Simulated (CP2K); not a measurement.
The O K edge of hydroxide was computed by TDDFT (CP2K XAS_TDP, aug-cc-pVTZ, TDA) at these levels: PBE, PBE0, PBEh(45%) and PBEh(45%) + GW2X. The first three lines of O1 (bonded to H) with a strength over 0.0015, energy in eV and strength:

| run | first | second | third |
| --- | --- | --- | --- |
| 1 | 524.94 (0.004) | 527.22 (0.020) | 527.80 (0.040) |
| 2 | 507.73 (0.007) | 508.71 (0.024) | 511.30 (0.005) |
| 3 | 515.97 (0.002) | 518.69 (0.014) | 519.34 (0.032) |
| 4 | 526.97 (0.004) | 529.24 (0.020) | 529.83 (0.040) |

Q: Which run is which?

Run 1: PBEh(45%) (45 % exact exchange). Run 2: PBE (0 % exact exchange). Run 3: PBE0 (25 % exact exchange). Run 4: PBEh(45%) + GW2X (45 % exact exchange). Self-interaction lifts the core level, so the uncorrected lines rise with the share of exact exchange. The GW2X run keeps the spacings of its parent: 2.27 eV between the first two lines in run 4, 2.28 eV in run 1. Its shift is +2.03 eV, since the Kohn–Sham level at this share of exchange lies that far above the quasiparticle level.

[Hosts, paths, dates, database ids (printed as entryN), source tags and the programs' standing remarks are cut or masked in the printed files.]
